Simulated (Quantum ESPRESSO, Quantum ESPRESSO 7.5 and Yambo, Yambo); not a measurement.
# KF (Carobbiite): G0W0 with Yambo, start to end

Aim: the G0W0 gap of KF (Carobbiite) on PBE, step by step.

Calculated with Quantum ESPRESSO 7.5 and Yambo 5.3.0; PBE and many-body steps on it, plane waves.

Report form: the programs' logs are mostly left out.

## Step 1: The starting structure

It takes space group Fm-3m (No. 225, cubic). The conventional cell has a = 5.344 Å, b = 5.344 Å, c = 5.344 Å, α = 90.00°, β = 90.00°, γ = 90.00°. Nearest to K lie 6 F at 2.67 Å. Nearest to F lie 6 K at 2.67 Å. Farther neighbours and most contacts between anions are not listed.

The cell and positions come from the Crystallography Open Database and are kept as given unless a step says otherwise.

## Step 2: Ground state

This step: Quantum ESPRESSO 7.5; DFT, PBE, plane waves, norm-conserving pseudopotentials.

The ground-state density comes first.

pw.in reads:

```
&control
  calculation = 'scf'
  prefix = 'x'
  outdir = 'o'
  pseudo_dir = 'pseudo'
/
&system
  ibrav = 0
  nat = 2
  ntyp = 2
  ecutwfc = 72.0
  nbnd = 13
  force_symmorphic = .true.
/
&electrons
  conv_thr = 1e-10
  electron_maxstep = 80
  mixing_beta = 0.5
/
ATOMIC_SPECIES
  K 39.098 K.upf
  F 18.998 F.upf
CELL_PARAMETERS angstrom
  -0.0000000000 2.6718500000 2.6718500000
  2.6718500000 -0.0000000000 2.6718500000
  2.6718500000 2.6718500000 0.0000000000
ATOMIC_POSITIONS crystal
  K 0.0000000000 0.0000000000 0.0000000000
  F 0.5000000000 0.5000000000 0.5000000000
K_POINTS automatic
  6 6 6 0 0 0
```

Run with:

```bash
OMP_NUM_THREADS=1 mpirun -n 8 pw.x -nk 8 -in pw.in > pw.out
```

Elapsed: 2.5 s, on 8 MPI ranks of Arm Neoverse V1, shared host; peak memory 0.41 GiB.

Numbers from this step:

* total energy: -1491.8402 eV
* gap: 6.199 eV
* k of the valence top: 0, 0, 0
* k of the conduction bottom: 0, 0, 0
* least direct gap: 6.199 eV

The gap is direct, at Γ.

## Step 3: Bands along the symmetry lines

Levels along a band path, at the cheap level, show where the edges lie and whether the meshes to come will hold them.

pw.in reads:

```
&control
  calculation = 'bands'
  prefix = 'x'
  outdir = 'o'
  pseudo_dir = 'pseudo'
/
&system
  ibrav = 0
  nat = 2
  ntyp = 2
  ecutwfc = 72.0
  nbnd = 14
  force_symmorphic = .true.
/
&electrons
  conv_thr = 1e-9
  electron_maxstep = 80
  diago_full_acc = .true.
  diago_thr_init = 5e-6
/
ATOMIC_SPECIES
  K 39.098 K.upf
  F 18.998 F.upf
CELL_PARAMETERS angstrom
  -0.0000000000 2.6718500000 2.6718500000
  2.6718500000 -0.0000000000 2.6718500000
  2.6718500000 2.6718500000 0.0000000000
ATOMIC_POSITIONS crystal
  K 0.0000000000 0.0000000000 0.0000000000
  F 0.5000000000 0.5000000000 0.5000000000
K_POINTS crystal
  50
  0.00000000 0.00000000 0.00000000 1
  0.06250000 0.00000000 0.06250000 1
  0.12500000 0.00000000 0.12500000 1
  0.18750000 0.00000000 0.18750000 1
  0.25000000 0.00000000 0.25000000 1
  0.31250000 0.00000000 0.31250000 1
  0.37500000 0.00000000 0.37500000 1
  0.43750000 0.00000000 0.43750000 1
  0.50000000 0.00000000 0.50000000 1
  0.51562500 0.03125000 0.51562500 1
  0.53125000 0.06250000 0.53125000 1
  0.54687500 0.09375000 0.54687500 1
  0.56250000 0.12500000 0.56250000 1
  0.57812500 0.15625000 0.57812500 1
  0.59375000 0.18750000 0.59375000 1
  0.60937500 0.21875000 0.60937500 1
  0.62500000 0.25000000 0.62500000 1
  0.37500000 0.37500000 0.75000000 1
  0.32812500 0.32812500 0.65625000 1
  0.28125000 0.28125000 0.56250000 1
  0.23437500 0.23437500 0.46875000 1
  0.18750000 0.18750000 0.37500000 1
  0.14062500 0.14062500 0.28125000 1
  0.09375000 0.09375000 0.18750000 1
  0.04687500 0.04687500 0.09375000 1
  0.00000000 0.00000000 0.00000000 1
  0.06250000 0.06250000 0.06250000 1
  0.12500000 0.12500000 0.12500000 1
  0.18750000 0.18750000 0.18750000 1
  0.25000000 0.25000000 0.25000000 1
  0.31250000 0.31250000 0.31250000 1
  0.37500000 0.37500000 0.37500000 1
  0.43750000 0.43750000 0.43750000 1
  0.50000000 0.50000000 0.50000000 1
  0.50000000 0.46875000 0.53125000 1
  0.50000000 0.43750000 0.56250000 1
  0.50000000 0.40625000 0.59375000 1
  0.50000000 0.37500000 0.62500000 1
  0.50000000 0.34375000 0.65625000 1
  0.50000000 0.31250000 0.68750000 1
  0.50000000 0.28125000 0.71875000 1
  0.50000000 0.25000000 0.75000000 1
  0.50000000 0.21875000 0.71875000 1
  0.50000000 0.18750000 0.68750000 1
  0.50000000 0.15625000 0.65625000 1
  0.50000000 0.12500000 0.62500000 1
  0.50000000 0.09375000 0.59375000 1
  0.50000000 0.06250000 0.56250000 1
  0.50000000 0.03125000 0.53125000 1
  0.50000000 0.00000000 0.50000000 1
```

Wall time 2.6 s (8 MPI ranks); peak memory 0.37 GiB.

This step gave:

```
gap                        : 6.199 eV
k of the valence top       : 0, 0, 0
k of the conduction bottom : 0, 0, 0
least direct gap           : 6.199 eV
```

The gap is 6.199 eV, as in the run before at this level.

Electronic bands along the path, in eV, zero at the top of the highest filled band; v1 is the highest filled band, c1 the lowest empty one:

```csv
point,v4,v3,v2,v1,c1,c2,c3,c4
Γ,-9.36,0.00,0.00,0.00,6.20,10.69,10.69,10.69
halfway,-9.47,-0.48,-0.05,-0.05,8.00,9.20,12.12,12.12
X,-9.57,-0.21,-0.06,-0.06,8.23,10.33,11.82,13.52
halfway,-9.56,-0.20,-0.14,-0.10,8.45,10.55,11.42,13.52
U,-9.51,-0.33,-0.19,-0.19,8.98,10.74,11.08,13.51
jump to K,-9.51,-0.33,-0.19,-0.19,8.98,10.74,11.08,13.51
halfway,-9.37,-0.54,-0.27,-0.08,8.24,9.85,11.63,11.72
Γ,-9.36,0.00,0.00,0.00,6.20,10.69,10.69,10.69
halfway,-9.38,-0.43,-0.18,-0.18,7.71,10.11,11.41,11.41
L,-9.40,-0.78,-0.34,-0.34,9.09,10.63,12.05,12.05
halfway,-9.44,-0.56,-0.28,-0.25,9.42,10.11,11.67,12.67
W,-9.45,-0.40,-0.16,-0.16,9.75,9.75,11.21,13.35
halfway,-9.51,-0.23,-0.20,-0.09,8.66,10.73,11.06,13.50
X,-9.57,-0.21,-0.06,-0.06,8.23,10.33,11.82,13.52
```

## Step 4: Empty states on the mesh, 4×4×4 mesh, 167 bands

The sums over transitions need many empty states on a uniform mesh; this step solves for them.

pw.in reads:

```
&control
  calculation = 'nscf'
  prefix = 'x'
  outdir = 'o'
  pseudo_dir = 'pseudo'
/
&system
  ibrav = 0
  nat = 2
  ntyp = 2
  ecutwfc = 72.0
  nbnd = 167
  force_symmorphic = .true.
/
&electrons
  conv_thr = 1e-9
  electron_maxstep = 80
  diago_full_acc = .true.
  diago_thr_init = 5e-6
/
ATOMIC_SPECIES
  K 39.098 K.upf
  F 18.998 F.upf
CELL_PARAMETERS angstrom
  -0.0000000000 2.6718500000 2.6718500000
  2.6718500000 -0.0000000000 2.6718500000
  2.6718500000 2.6718500000 0.0000000000
ATOMIC_POSITIONS crystal
  K 0.0000000000 0.0000000000 0.0000000000
  F 0.5000000000 0.5000000000 0.5000000000
K_POINTS automatic
  4 4 4 0 0 0
```

Run with:

```bash
OMP_NUM_THREADS=1 mpirun -n 8 pw.x -nk 4 -in pw.in > pw.out
```

Wall time 6.3 s (8 MPI ranks); peak memory 0.52 GiB; 49 s of CPU time.

This step gave:

```
gap                                                           : 6.199 eV
k of the valence top                                          : 0, 0, 0
k of the conduction bottom                                    : 0, 0, 0
least direct gap                                              : 6.199 eV
k points computed                                             : 8
lowest point of the top converged band, above the valence top : 142.2196 eV
```

On this mesh the gap is 6.199 eV.

## Step 5: Conversion and set-up

This step: Yambo 5.3.0; conversion and set-up on PBE, plane waves, norm-conserving pseudopotentials.

The states are converted to the many-body program's format and the q mesh is built.

Run with:

```bash
(cd o/x.save; p2y > p2y.log; mv SAVE ../..); yambo > setup.log
```

Run time: 2.4 s. Hardware: 1 MPI rank; peak memory 0.24 GiB.

## Step 6: Screening and self-energy, 4×4×4 mesh, 167 bands, screening to 210.9 eV

G0W0 replaces the xc potential by the self-energy, built once from these orbitals. Only a window of levels is corrected, while the sums run over the empty bands that the input names.

This step: G0W0 on PBE, plane waves, norm-conserving pseudopotentials.

gw1.in reads:

```
HF_and_locXC
gw0
dyson
ppa
em1d
rim_cut
RandQpts= 1000000
RandGvec= 1 RL
EXXRLvcs= 72 Ry
VXCRLvcs= 288 Ry
Chimod= "HARTREE"
% BndsRnXp
 1 | 167 |
%
NGsBlkXp= 15.5 Ry
% LongDrXp
 1 | 1 | 1 |
%
% GbndRnge
 1 | 167 |
%
DysSolver= "n"
ExtendOut
PPAPntXp= 27.21138 eV
% QPkrange
 1 | 1 | 7 | 10 |
%
```

Run with:

```bash
OMP_NUM_THREADS=1 mpirun -n 8 yambo -F gw1.in -J gw1 -C gw1 > gw1.log
```

The job ended after 50 s (8 MPI ranks; peak memory 3 GiB).

This step gave:

```
G0W0 gap on the points computed              : 9.611 eV
starting gap on the mesh                     : 6.199 eV
k of the valence top                         : 0, 0, 0
k of the conduction bottom                   : 0, 0, 0
least direct G0W0 gap on the computed points : 9.611 eV
Z at the valence top                         : 0.8104
Z at the conduction bottom                   : 0.8999
```

The gap on the mesh goes from 6.20 eV to 9.61 eV, a correction of +3.41 eV.

Limits: finite bands, cutoff and mesh; coarse k mesh. v1 is the top filled band, c1 the lowest empty one. The levels before and after the correction (eV, zero at the valence-band top of each column):

```csv
,conduction bottom,valence top
Kohn-Sham,6.20,0.00
G0W0,9.61,0.00
```

```csv
,level,energy (eV)
Kohn-Sham,Γ v2-v1,0.000
Kohn-Sham,Γ c1,6.199
Kohn-Sham,Γ c2,10.694
G0W0,Γ v2-v1,0.000
G0W0,Γ c1,9.611
G0W0,Γ c2,15.497
```

## Step 7: Where the time went

Times are wall times on the hardware named with each run, good to a factor of about two.

```csv
step,time,share,memory (GiB)
ground state,2.5 s,4 %,0.41
bands along the symmetry lines,2.6 s,4 %,0.37
empty states on the mesh,6.3 s,10 %,0.52
conversion and set-up,2.4 s,4 %,0.24
screening and self-energy,50 s,78 %,3.0
```

## Step 8: What came out

```yaml
pbe_gap: 6.20 eV, direct
g0w0_gap_on_the_mesh: 9.61 eV
gw_settings: 4×4×4 mesh, 167 bands, screening to 210.9 eV, Godby-Needs plasmon pole
known_limits: not at the basis limit; coarse k mesh
```

In words: G0W0 moves the gap on the mesh from 6.20 eV to 9.61 eV (+3.41 eV), with Z of 0.81 and 0.90 at the edges. Only 1 of the mesh's irreducible points was corrected, so a valley elsewhere could overtake. The dearest step here is «screening and self-energy». Bands and cutoff are finite, so the gap is not at the basis limit. The miss can reach some tenths of an eV and take either sign; the mesh is an error of its own. In the G0W0 run levels were corrected at 1 k point alone, so a gap called «on the mesh» is the least over those, and an edge elsewhere would be missed. The 4×4×4 mesh is coarse for this cell, which bears on the long-range parts of exchange and screening.

[Paths, hosts, dates, memory and timing lines, banners, echoed tables and standing remarks are left out of the program output.]

[Logs are printed without paths, hosts, clocks, repeated set-up lines and the standing remarks that a program may print on its own settings, such as how far it seeks lower states.]

[Runs of the session that timed out or met a known fault of the program may be left out.]

[Hosts, paths, dates, database ids (printed as entryN), source tags and the programs' standing remarks are cut or masked in the printed files.]
